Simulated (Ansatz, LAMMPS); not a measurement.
**Structural relaxation of a frame of liquid 70B2O3-30CaO (mol %) from 1860 K (299 atoms)**

Aim: bring a frame of liquid 70B2O3-30CaO (mol %) from 1860 K (299 atoms) to a nearby minimum of the energy and see what moves.

Program: Ansatz 0.2.0. Level of theory: Kohn-Sham DFT, r2SCAN, PAW (set soft_2), plane waves. Results are calculated unless marked as measured.

## (1) The structure

The cell holds 299 atoms: 102 B, 22 Ca and 175 O. Its edges and angles: a = 15.215 Å, b = 15.215 Å, c = 15.215 Å, α = 90.0°, β = 90.0°, γ = 90.0°. 299 atoms (102 B, 22 Ca, 175 O) placed at random at 2.2 g/cm³, melted at 3000 K for 20 ps at fixed volume with the Buckingham and Coulomb pair potential of Guillot and Sator (Geochim. Cosmochim. Acta 71, 1249 (2007)) with the boron terms of Wang et al. (J. Non-Cryst. Solids 498, 294 (2018)). Snapshot at the end of a hold of 10 ps at 1860 K and zero pressure.

Limits known from the start: The network of bonds at the start is that of the classical potential that made the cell. Only the Γ point is sampled, in a cell whose shortest periodic width is 15 Å.

## (2) Single point at the start

A single point comes first, to see the forces before anything moves.

The input, input.yaml:

```yaml
crystal:
  lattice:
    - [15.21525, 0.0, 0.0]
    - [0.0, 15.21525, 0.0]
    - [0.0, 0.0, 15.21525]
  atoms:
    - { symbol: B, position: [0.53491, 0.5948, 0.71484] }
    - { symbol: B, position: [0.3422, 0.03056, 0.08276] }
    - { symbol: B, position: [0.99986, 0.74696, 0.21104] }
    - { symbol: B, position: [0.67157, 0.66402, 0.21688] }
    [... 289 atom lines left out ...]
    - { symbol: O, position: [0.22828, 0.39298, 0.78517] }
    - { symbol: O, position: [0.31438, 0.09304, 0.28406] }
    - { symbol: O, position: [0.67989, 0.76802, 0.81137] }
    - { symbol: O, position: [0.31777, 0.48995, 0.5551] }
    - { symbol: O, position: [0.59208, 0.48971, 0.02487] }
    - { symbol: O, position: [0.50928, 0.06743, 0.73813] }
kpoints:
  mp_grid: { grid: [1, 1, 1] }
hamiltonian:
  xc: r2scan
scf:
  occupations: { method: fermi_dirac, width: 0.16 }
output:
  forces: true
  stress: true
  populations: intrinsic
  dos:
    method: { smearing: { sigma: 0.15 } }
    de: 0.1
    projected: { site_lists: { B: [B], Ca: [Ca], O: [O] } }
  eigenvalues: true
```

Run with:

```console
$ ansatz run input.yaml --threads 8 --pin off --max-ram 15872MiB --backend cpu --events-out ev --progress --plain --runs-dir out
```

Run time: 3.9 min. Hardware: 8 threads of Arm Neoverse V2, shared host; peak memory 13 GiB; 30 min of CPU time.

The program notes that it cut back its work space to fit the memory limit.

Read from the output:

```
free energy                                      : -155788.7687 eV
free energy per atom                             : -521.0327 eV/atom
SCF cycles                                       : 11
pressure                                         : -11.78 GPa
r.m.s. force component                           : 1.728 eV/Å
longest force                                    : 7.85 eV/Å
Fermi energy                                     : 5.305 eV
gap (highest filled to lowest empty level) : 1.719 eV
```

The r.m.s. force component of 1.7 eV/Å and the pressure of -12 GPa set the starting point.

Neighbours are counted within 1.83 Å (O-B), 3.08 Å (O-Ca).

Length of the force by element and coordination:

```csv
element,coordination,atoms,mean length of the force (eV/Å),spread,least,most
B,all,102,3.34,1.54,0.673,7.85
B,3,85,3.33,1.56,0.673,7.85
B,4,17,3.38,1.43,0.837,5.59
Ca,all,22,1.90,1.05,0.320,3.82
Ca,4,2,1.09,0.132,0.956,1.22
Ca,5,3,2.12,1.01,0.767,3.17
Ca,6,6,2.23,1.04,1.34,3.82
Ca,7,6,1.46,0.814,0.320,2.61
Ca,8,5,2.23,1.17,0.447,3.81
O,all,175,2.33,1.18,0.483,7.04
O,1,2,3.02,0.803,2.22,3.83
O,2,72,2.34,1.19,0.483,6.24
O,3,86,2.32,1.22,0.582,7.04
O,4,15,2.31,0.779,0.660,3.84
```

## (3) Cell and atoms relaxed

Cell and atoms are freed together, to release stress as well as forces.

input.yaml, the sections that differ from step 2:

```yaml
output:
  forces: true
relax:
  f_tol: 0.05
  max_steps: 90
  cell: {}
# crystal, kpoints, hamiltonian, scf: as in step 2
```

Run time: 53 min. Hardware: 8 threads; peak memory 14 GiB.

The run stopped at its limit before the end that the input asks for; the steps made so far are sound.

Step by step:

```csv
step,energy less that of the first step (eV),largest force component (eV/Å),pressure (GPa),volume (Å³)
1,0.0000,6.7443,-11.78,3522.39
2,-43.3741,3.6560,-6.08,3345.75
3,-62.6462,1.5803,1.55,3177.16
4,-69.0624,1.2290,0.75,3186.24
5,-73.5217,1.0863,0.03,3189.48
6,-76.2052,1.0150,-0.11,3187.41
7,-78.2239,0.6741,-0.54,3192.20
8,-80.0380,0.5314,-0.51,3188.64
9,-81.5370,0.8111,0.15,3171.29
10,-82.7416,0.7853,0.09,3166.62
```

```csv
cell as run,before,after,change
a (Å),15.215,14.497,-4.7 %
b (Å),15.215,14.877,-2.2 %
c (Å),15.215,14.708,-3.3 %
α (°),90.00,90.30,+0.3 %
β (°),90.00,87.19,-3.1 %
γ (°),90.00,88.34,-1.8 %
volume (Å³/atom),11.78,10.59,-10.1 %
```

The atoms that moved most (Å, as changes of fractional coordinates times the final cell):

```csv
atom,dx,dy,dz,length
O284,0.954,0.915,-0.309,1.357
B82,-0.667,-0.268,-0.671,0.983
O192,-0.863,-0.126,0.327,0.931
Ca123,0.125,-0.533,0.682,0.874
O170,-0.217,0.301,0.736,0.825
Ca120,-0.044,-0.684,-0.417,0.803
B6,0.421,0.630,-0.249,0.798
Ca104,0.155,-0.730,0.144,0.760
```

The relaxation changed the energy by -277 meV/atom, and atoms moved by 0.39 Å r.m.s., 1.4 Å at most.

## (4) Distances and neighbours after relaxation

Bonds before and after, by the cutoffs listed below:

```csv
pair,bonds before,bonds after,mean before (Å),mean after (Å),spread before (Å),spread after (Å)
O-B,323,331,1.435,1.401,0.079,0.062
```

Density 2.51 g/cm³, 10.59 Å³ an atom.

g(r), total and by pair (bins of 0.2 Å):

```csv
r (Å),total,O-O,O-B,O-Ca,B-B,B-Ca,Ca-Ca
1.20,0.05,0.00,0.13,0.00,0.00,0.00,0.00
1.40,4.40,0.00,11.04,0.00,0.00,0.00,0.00
1.60,0.33,0.00,0.83,0.00,0.00,0.00,0.00
1.80,0.00,0.00,0.00,0.00,0.00,0.00,0.00
2.00,0.00,0.00,0.00,0.00,0.00,0.00,0.00
2.20,0.29,0.45,0.00,1.60,0.00,0.00,0.00
2.40,2.24,5.00,0.07,4.41,1.06,0.00,0.00
2.60,0.66,0.14,0.18,1.56,3.38,0.33,0.00
2.80,0.68,0.61,0.41,0.67,1.08,2.35,0.00
3.00,0.83,0.83,0.78,0.73,0.22,2.83,0.00
3.20,1.06,0.96,1.23,0.41,0.80,2.10,0.00
3.40,1.11,0.76,1.54,0.73,0.62,1.84,1.83
3.60,1.25,0.79,2.00,0.50,0.78,0.92,1.19
3.80,1.07,0.85,1.36,1.06,0.84,0.71,2.19
4.00,0.99,1.00,0.87,1.35,1.24,0.77,1.32
4.20,1.02,1.09,0.83,1.73,1.10,0.51,1.75
4.40,1.10,1.33,0.84,1.21,1.43,0.67,1.06
4.60,1.05,1.47,0.69,0.95,1.33,0.72,0.00
4.80,0.93,0.97,0.92,0.51,1.27,0.61,1.14
5.00,0.90,0.80,0.98,0.90,0.84,1.06,0.63
5.20,0.97,0.93,1.08,0.59,0.81,1.44,0.58
5.40,1.00,0.90,1.14,0.85,0.81,1.21,1.79
5.60,0.97,0.84,1.10,1.00,0.91,0.79,1.83
5.80,1.01,0.95,1.06,1.24,0.90,1.02,0.76
6.00,0.97,1.01,0.96,1.07,0.82,1.01,0.86
6.20,0.99,1.07,0.91,1.18,0.93,0.99,0.41
6.40,1.01,1.04,0.93,1.08,1.13,1.04,1.15
6.60,1.06,1.10,0.98,1.10,1.19,0.94,1.54
```

Bonds by pair of elements; cutoffs follow the first minimum of g(r), held within bounds set by covalent radii, and pairs that aren't listed don't count as bonded:

```csv
pair A-B,cutoff (Å),bonds,mean length (Å),spread (Å),shortest (Å),B about A,A about B
O-B,1.83,331,1.40,0.062,1.29,1.89,3.25
O-Ca,2.83,145,2.44,0.166,2.11,0.829,6.59
```

The cutoff for O-Ca falls short of the minimum of g(r), so counts run low and odd coordinations can be artefacts.

How many atoms have how many bonded neighbours:

```csv
element,mean,2,3,4,5,6,7,8
B,3.25,0,77,25,0,0,0,0
Ca,6.59,0,0,1,1,6,12,2
O,2.72,69,86,20,0,0,0,0
```

Bond angles, per cent of each kind in bins of 5°:

```csv
angle (°),O-Ca-O,O-B-O,B-O-Ca,B-O-B,Ca-O-Ca
45–50,0.2,0.0,0.0,0.0,0.0
50–55,6.0,0.0,0.0,0.0,0.0
55–60,8.7,0.0,0.0,0.0,0.0
60–65,2.2,0.0,0.0,0.0,0.0
65–70,3.4,0.0,0.0,0.0,0.0
70–75,6.3,0.0,0.8,0.0,0.0
75–80,4.8,0.0,4.0,0.0,0.0
80–85,7.2,0.0,5.2,0.0,4.7
85–90,4.8,0.0,10.9,0.0,9.3
90–95,5.3,0.0,14.9,0.0,7.0
95–100,4.6,1.1,15.3,0.0,16.3
100–105,5.6,6.3,7.3,0.0,7.0
105–110,4.3,13.4,9.3,0.6,11.6
110–115,3.1,26.0,4.0,1.3,9.3
115–120,3.4,22.6,5.7,5.1,4.7
120–125,5.1,22.6,7.7,7.0,4.7
125–130,4.3,6.6,3.6,12.2,14.0
130–135,4.3,1.6,4.4,16.0,2.3
135–140,2.7,0.0,1.6,16.0,0.0
140–145,3.1,0.0,1.6,10.3,0.0
145–150,3.1,0.0,0.8,9.6,0.0
150–155,1.5,0.0,1.6,9.0,0.0
155–160,3.1,0.0,0.0,6.4,2.3
160–165,1.2,0.0,0.8,1.9,2.3
165–170,0.7,0.0,0.4,2.6,4.7
170–175,0.2,0.0,0.0,1.9,0.0
175–180,0.5,0.0,0.0,0.0,0.0
```

Bond angles (no mean is given where the spread exceeds 20°):

```csv
angle,count,mean (°),spread (°)
O-Ca-O,414,-,-
O-B-O,381,116,7.1
B-O-Ca,248,105,18.8
B-O-B,156,139,13.4
Ca-O-Ca,43,-,-
```

Oxygen atoms by the number of network formers (Si, P, Ge, B, Al, As, Ga) bound to them:

```csv
network formers bound to O,O atoms,per cent
0,0,0
1,19,10.9
2,156,89.1
```

Network units: each former by its oxygen neighbours and how many of them bridge to another former:

```csv
former,O neighbours,bridging O,atoms
B,3,2,17
B,3,3,60
B,4,3,2
B,4,4,23
```

Bond length by coordination (bonds to H left out):

```csv
element,coordination,atoms,mean bond length (Å)
B,3,77,1.37
B,4,25,1.48
Ca,4,1,2.24
Ca,5,1,2.41
Ca,6,6,2.47
Ca,7,12,2.44
Ca,8,2,2.48
O,2,69,1.39
O,3,86,1.79
O,4,20,2.04
```

Rings of the network by King's shortest-path rule, up to 12 atoms, one path for each pair of neighbours; H, halogens, alkali and alkaline-earth atoms are left out, and the last column divides by all other atoms, bonded or not:

```csv
ring size (atoms),rings,per network atom
10,6,0.022
12,10,0.036
```

First main peaks of g(r), for some of the pairs, lie near 2.4 Å (O-O), 1.4 Å (O-B), 2.4 Å (O-Ca), 2.6 Å (B-B) and 2.9 Å (B-Ca). 89 % of the oxygens bridge two formers (B) and 11 % are non-bridging. The commonest B unit has 3 oxygens, 3 of them shared with other formers (60 of 102 atoms). Rings of 12 atoms are the most common (62 % of those counted); sizes run from 10 to 12, where the search stops.

## (5) Summary of results

```
energy change in the relaxation : -276.7 meV/atom
r.m.s. displacement             : 0.388 Å
largest displacement            : 1.357 Å
wall time of the 2 DFT runs     : 57 min
```

What this shows: Relaxation lowers the energy by 277 meV/atom and moves atoms by 0.39 Å r.m.s. Displacements are taken in the final cell, so they leave out its strain. The relaxation stopped at its limit, so this isn't yet a minimum. The cell shrank by 10.1 % in volume. From the first step to the last the energy fell by 82.742 eV, and the largest move was 1.36 Å (O284). The relaxation was not finished: the largest force component stood at 0.79 eV/Å. The O-B bonds go from 1.435 Å (spread 0.079) to 1.401 Å (spread 0.062), and their number from 323 to 331. 89 % of the oxygens bridge two formers (B) and 11 % are non-bridging.

**Limits.** The force components of 1.7 eV/Å r.m.s. hold both thermal displacement and the mismatch between the potential that made the cell and DFT. The starting topology of bonds comes from the classical model; in DFT atoms moved by 0.39 Å r.m.s. The classical run held zero pressure, yet DFT finds -12 GPa in this frame, which points to a density or bond lengths far off those of this functional.

[Logs are printed without paths, hosts, clocks, repeated set-up lines and the standing remarks that a program may print on its own settings, such as how far it seeks lower states.]

[Hosts, paths, dates, database ids (printed as entryN), source tags and the programs' standing remarks are cut or masked in the printed files.]
